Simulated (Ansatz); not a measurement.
**LaInO3 (Pnma): a many-body input that goes wrong, and its mend**

Aim: the G0W0 gap of LaInO3 (Pnma). The first input has a fault.

Program: Ansatz 0.2.0. Level of theory: G0W0 on r2SCAN, plane waves, PAW. Results are calculated unless marked as measured.

**1. Starting point**

The structure is orthorhombic, space group Pnma (No. 62). The conventional cell has a = 5.940 Å, b = 8.216 Å, c = 5.723 Å, α = 90.00°, β = 90.00°, γ = 90.00°. La has 8 O at 2.38 to 2.94 Å nearest. In has 6 O at 2.16 to 2.17 Å nearest. Nearest to O lie 2 In at 2.17 Å and 2 La at 2.38 to 2.50 Å. Nearest to O lie 2 In at 2.16 to 2.17 Å and 3 La at 2.40 to 2.94 Å. Farther neighbours and most contacts between anions are not listed.

Geometry: measured cell, ions relaxed with r2SCAN. The runs that relaxed it are not among those shown. Spin-orbit coupling is left out unless a step names it. The default PAW set here is soft_2. Its files were made with PBE.

**2. First try**

input.yaml

```yaml
crystal:
  lattice:
    - [5.9404, 0.0, 0.0]
    - [0.0, 8.2158, 0.0]
    - [0.0, 0.0, 5.7229]
  atoms:
    - { symbol: La, position: [0.9463878522, 0.25, 0.0153056097] }
    - { symbol: La, position: [0.5536121478, 0.75, 0.5153056097] }
    - { symbol: La, position: [0.4463878522, 0.25, 0.4846943903] }
    - { symbol: La, position: [0.0536121478, 0.75, 0.9846943903] }
    - { symbol: In, position: [0.0, 0.0, 0.5] }
    - { symbol: In, position: [0.5, 0.0, 0.0] }
    - { symbol: In, position: [0.5, 0.5, 0.0] }
    - { symbol: In, position: [0.0, 0.5, 0.5] }
    - { symbol: O, position: [0.0443817441, 0.25, 0.6126999622] }
    - { symbol: O, position: [0.4556182559, 0.75, 0.1126999622] }
    - { symbol: O, position: [0.5443817441, 0.25, 0.8873000378] }
    - { symbol: O, position: [0.9556182559, 0.75, 0.3873000378] }
    - { symbol: O, position: [0.1980525852, 0.0593550042, 0.1955759518] }
    - { symbol: O, position: [0.3019474148, 0.9406449958, 0.6955759518] }
    - { symbol: O, position: [0.6980525852, 0.4406449958, 0.3044240482] }
    - { symbol: O, position: [0.8019474148, 0.5593550042, 0.8044240482] }
    - { symbol: O, position: [0.8019474148, 0.9406449958, 0.8044240482] }
    - { symbol: O, position: [0.6980525852, 0.0593550042, 0.3044240482] }
    - { symbol: O, position: [0.3019474148, 0.5593550042, 0.6955759518] }
    - { symbol: O, position: [0.1980525852, 0.4406449958, 0.1955759518] }
kpoints:
  mp_grid: { grid: [2, 2, 2] }
hamiltonian:
  xc: r2scan
scf:
  occupations: { method: fixed }
gw:
  n_empty_bands: 294
  ecut_chi: 3000
  qp_bands: [v4, c4]
  qp_kpoints: band_edges
  screening: { model: contour_deformation }
  ecutfock_ratio: 1
```

The run is started by

```sh
> ansatz run input.yaml --threads 24 --pin off --max-ram 82944MiB --backend cuda --events-out ev --progress --plain --runs-dir out --devices 1 --max-vram 78GiB
```

Numbers of over 12 decimals in the logs are rounded to 6 here.

What it wrote:

```text
Error: inconsistent input (gw.ecut_chi, gw.ecutfock_ratio, basis.ecutwfc): ecut_chi = 3000.000 eV exceeds the pair-density box cutoff, ecutfock_ratio times the 500.000 eV up to which the run holds plane waves, 500.000 eV; raise gw.ecutfock_ratio or lower gw.ecut_chi
```

Elapsed: 0.14 s, on 24 threads of Arm Neoverse V2, shared host; peak memory 0.053 GiB.

**Diagnosis.**

The program refused the input before any cycle.

The program's message: “Error: inconsistent input (gw.ecut_chi, gw.ecutfock_ratio, basis.ecutwfc): ecut_chi = 3000.000 eV exceeds the pair-density box cutoff, ecutfock_ratio times the 500.000 eV up to which the run holds pla …”

The fault: screening cutoff above the basis. The screening basis can't pass the cutoff that the input grants to pair densities.

**3. A better input**

Now the one-shot GW correction: screening in the RPA, then the self-energy of the levels asked for.

input.yaml, as its differences from that of step 2:

```diff
@@ -33,4 +33,4 @@
 gw:
-  n_empty_bands: 294
-  ecut_chi: 3000
+  n_empty_bands: 436
+  ecut_chi: 78
   qp_bands: [v4, c4]
@@ -38,2 +38 @@
   screening: { model: contour_deformation }
-  ecutfock_ratio: 1
```

What it wrote:

```text
GPUs: using 1 of 1 available (devices: 1).
[...]
Crystal: 20 atoms, lattice volume = 279.307 Å³
Basis set: ecut = 500 eV, 7101 PW (Γ), exchange–correlation on 180×240×180 points (64 copies of the dense FFT grid, shifted against one another)
Bands: 104, of which v1, the nominal top of the filled ones, is band 84 counted from 1 (83 counted from 0)
Symmetry: 8 space group operations
[...]
k-points: 8
[...]
SCF iter   1: F=—  HF=-54353.308298 eV  |F-HF|=—  |Δ(HF+E_count)|=         —  Δρ=1.29e-2  dr2=5.35e-1  dr2_τ=7.56e-1  ethr=1.77e-3  ⟨swp⟩=4.8  Hψ=2949  notcnv=0  defer=127
[...]
SCF iter   8: F=-54353.699034 eV  HF=-54353.699034 eV  |F-HF|=1.40e-8  |Δ(HF+E_count)|=   1.07e-7  Δρ=4.01e-6  dr2=4.40e-8  dr2_τ=1.31e-9  ethr=5.95e-11  ⟨swp⟩=11.0  Hψ=3922  notcnv=0
SCF 1 converged in 8 iterations: F = -54353.699034 eV  dr2 = 4.40e-8
[...]
2    88     15.2003   -18.7679    -8.3723   -30.9427  0.7565    19.4285    19.0029  root ?
[...]
3    85     15.1125   -15.5266    -6.3927   -24.7111  0.7854    18.0572    17.9043  root ?
     3    86     15.1125   -15.5266    -6.3927   -24.7111  0.7854    18.0572    17.9043  root ?
     3    87     15.1894   -16.9402    -7.4705   -27.7353  0.7693    18.8109    18.5140  root ?
     3    88     15.1894   -16.9402    -7.4705   -27.7353  0.7693    18.8109    18.5140  root ?
[...]
7    81      9.5253   -26.4278     4.5492   -21.7868  0.7711     9.4334     9.4336  root
     7    82      9.5253   -26.4278     4.5492   -21.7868  0.7711     9.4334     9.4336  root
     7    83      9.5253   -26.4278     4.5492   -21.7868  0.7711     9.4334     9.4336  root
     7    84      9.5253   -26.4278     4.5492   -21.7868  0.7711     9.4334     9.4336  root
     7    85     15.2342   -18.9714    -8.4784   -31.2932  0.7551    19.5193    19.0775  root ?
     7    86     15.2342   -18.9714    -8.4784   -31.2932  0.7551    19.5193    19.0775  root ?
     7    87     15.2342   -18.9714    -8.4784   -31.2932  0.7551    19.5193    19.0775  root ?
     7    88     15.2342   -18.9714    -8.4784   -31.2932  0.7551    19.5193    19.0775  root ?
[key lines of the parts left out:]
SCF converged after 8 iterations
```

It took 7.8 s on 1 × NVIDIA GB200 (shared by 2 runs) with 24 threads; peak memory 2.7 GiB.

In the SCF lines HF is the Harris–Foulkes energy and dr2 the Hartree energy of the density residual, in eV; the loop may stop once dr2 is under the threshold and the program's other checks hold. Hψ counts applications of the Hamiltonian.

This step gave:

- bands summed: 520
- RPA ε∞ on this mesh (eigenvalues): 4.153, 4.275, 4.377
- plane waves in the screening matrix: 431
- q-points in the mesh: 8
- G0W0 gap on the mesh: 4.442 eV
- k of the valence top: 0, 0, 0
- k of the conduction bottom: 0, 0, 0
- starting gap on the mesh: 3.554 eV
- Z at the valence top: 0.7779
- Z at the conduction bottom: 0.8282
- least direct G0W0 gap on the computed points: 4.442 eV

The gap on the mesh goes from 3.55 eV to 4.44 eV, a correction of +0.89 eV. Between the two edge states, bare exchange in place of the xc potential would open the gap by 8.58 eV, and correlation takes back 7.69 eV.

**4. Summary of results**

```yaml
first_try: refused after 0.14 s
better_run: G0W0 gap on the mesh 4.44 eV (2×2×2 mesh, 436 empty bands, screening to 78 eV)
```

**Reading.** The second run differs in: empty bands, screening cutoff (eV) and ecutfock ratio. Bands and cutoff are finite, so the gap is not at the basis limit. The miss can reach some tenths of an eV and take either sign; the mesh is an error of its own. The 2×2×2 mesh is coarse for this cell (its supercell is 11 Å along the shortest edge). The RPA ε∞ on it, from the r2SCAN start, is 4.15, 4.27 and 4.38; such meshes misread the long-range screening, most where the gap is narrow. Empty 4f levels lie among the conduction bands. Their place in the start is unsure; it enters the screening, and the edge itself where they lie low. The many-body steps are scalar-relativistic: spin-orbit coupling is not in them.

[Paths, hosts, dates, memory and timing lines, banners, echoed tables and standing remarks are left out of the program output.]

[Logs are printed without paths, hosts, clocks, repeated set-up lines and the standing remarks that a program may print on its own settings, such as how far it seeks lower states.]

[Runs of the session that timed out or met a known fault of the program may be left out.]

[Cells called generated may have been cut or substituted from an entry of the Crystallography Open Database or the Materials Project.]

[Hosts, paths, dates, database ids (printed as entryN), source tags and the programs' standing remarks are cut or masked in the printed files.]
